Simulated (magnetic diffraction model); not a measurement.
# Solving a magnetic structure from powder neutron data: Lu2Co2Pt

Space group Cmce (no. 64), a = 4.6110 Å, b = 10.0090 Å, c = 7.3880 Å.

```
site  atom    x       y       z
  4a    Pt  1/2       0     1/2
  8f    Lu    0  0.3457  0.0871
  8e    Co  3/4  0.0712     1/4
```

This is a made-up structure (elements placed in a structure type, unrelaxed), so the numbers test the method and describe no known phase.

Only Co is taken to order (form factors of Co2+); orders and moment sizes are assumed, and not adapted to the symmetry. Radiation: neutrons of λ = 2.0775 Å, 3° to 70°; isotropic B of 0.23 Å² (Pt), 0.29 Å² (Lu) and 0.38 Å² (Co). The intensities are simulated: I ∝ L Σ (|F_N|² + |F_M⊥|²) for unpolarised neutrons, with F_M = 2.695 fm/μB × Σ f(s) S exp(2πi Q·r) exp(−B s²) at Q = H ± k (one set where k and −k are equivalent), only the part normal to Q counting and L = 1/(sin²θ cos θ). For collinear order S is the moment m, which repeats by lattice and centring translations R with the sign exp(−2πi k·R). Form factors are spin-only for 3d ions and dipole or tabulated for f ions, scattering lengths are Sears's of 1992, and absorption is left out. A label names one of the reflections at its angle. The strongest nuclear line in the range is 100, and lines under 0.2 are left out.

Above the ordering temperature:

```tsv
2θ (°)	index	I
23.96	(0 2 0)	11.2
29.04	(0 2 1)	2.7
32.66	(0 0 2)	13.8
33.13	(1 1 1)	3.0
40.91	(0 2 2)	2.5
44.04	(1 1 2)	28.1
48.31	(1 3 1)	100.0
49.05	(0 4 0)	0.2
51.99	(0 4 1)	9.2
53.56	(2 0 0)	16.4
56.08	(0 2 3)	24.9
56.87	(1 3 2)	1.4
58.59	(1 1 3)	16.2
60.19	(0 4 2)	2.5
62.08	(2 2 1)	16.7
64.16	(2 0 2)	30.3
68.44	(0 0 4)	1.2
69.53	(2 2 2)	12.9
69.59	(1 3 3)	9.0
```

Below it (cell unchanged):

```tsv
2θ (°)	I
14.25	1.7
21.61	4.0
22.16	1.0
23.96	11.2
29.04	2.7
32.66	13.8
33.13	3.0
35.80	0.5
36.83	0.5
39.82	1.1
40.91	2.5
43.39	0.8
43.68	0.4
44.04	28.1
48.31	100.0
49.05	0.2
51.99	9.2
52.16	0.5
53.31	0.3
53.56	16.4
55.60	0.5
56.08	24.9
56.87	1.4
58.59	16.2
60.19	2.5
61.04	0.3
62.08	16.7
64.16	30.3
65.77	0.2
68.44	1.2
69.53	12.9
69.59	9.0
```

**Question.** Check that the new lines index with k = (1/2 1/2 0), then choose among these models:
A. collinear moments along [010], 1 μB on Co; signs + at (3/4, 0.0712, 1/4), − at (1/4, 0.4288, 3/4), + at (3/4, 0.4288, 3/4), − at (1/4, 0.0712, 1/4)
B. collinear moments along [001], 1 μB on Co; signs + at (3/4, 0.0712, 1/4), + at (1/4, 0.4288, 3/4), − at (3/4, 0.4288, 3/4), − at (1/4, 0.0712, 1/4)
C. collinear moments along [001], 1 μB on Co; signs + at (3/4, 0.0712, 1/4), − at (1/4, 0.4288, 3/4), + at (3/4, 0.4288, 3/4), − at (1/4, 0.0712, 1/4)
D. collinear moments along [010], 1 μB on Co; signs + at (3/4, 0.0712, 1/4), + at (1/4, 0.4288, 3/4), − at (3/4, 0.4288, 3/4), − at (1/4, 0.0712, 1/4)

The new lines index as (1/2 1/2 0) at 14.25°, (1/2 1/2 1) at 21.61°, (1/2 -3/2 0) at 22.16° and (1/2 1/2 2) at 35.80°, that is as H ± k with k = (1/2 1/2 0), one of 2 inequivalent arms of its star (k and −k counted as one), which a powder can't tell apart. Half indices mean that the moments reverse under translations with k·R a half-integer, and the magnetic cell has twice the primitive volume.

Magnetic intensity, observed (below minus above) and for each model:

| 2θ (°) | index | observed | A | B | C | D |
| --- | --- | --- | --- | --- | --- | --- |
| 14.25 | (1/2 1/2 0) | 1.7 | 4.4 | 2.1 | 5.3 | 1.7 |
| 21.61 | (1/2 1/2 1) | 4.0 | 1.6 | 1.9 | 0.8 | 4.0 |
| 22.16 | (1/2 -3/2 0) | 1.0 | <0.2 | 2.8 | <0.2 | 1.0 |
| 27.55 | (1/2 -3/2 1) | <0.2 | 2.0 | <0.2 | 2.2 | <0.2 |
| 32.86 | (1/2 5/2 0) | <0.2 | <0.2 | <0.2 | 1.0 | <0.2 |
| 35.80 | (1/2 1/2 2) | 0.5 | 1.3 | <0.2 | 0.2 | 0.5 |
| 36.83 | (1/2 5/2 1) | 0.5 | <0.2 | 1.2 | <0.2 | 0.5 |
| 39.82 | (1/2 -3/2 2) | 1.1 | <0.2 | 0.4 | <0.2 | 1.1 |

Model D matches.

The structure used: k = (1/2 1/2 0), collinear moments along [010], 1 μB on Co; signs + at (3/4, 0.0712, 1/4), + at (1/4, 0.4288, 3/4), − at (3/4, 0.4288, 3/4), − at (1/4, 0.0712, 1/4).

[Logs are printed without paths, hosts, clocks, repeated set-up lines and the standing remarks that a program may print on its own settings, such as how far it seeks lower states.]
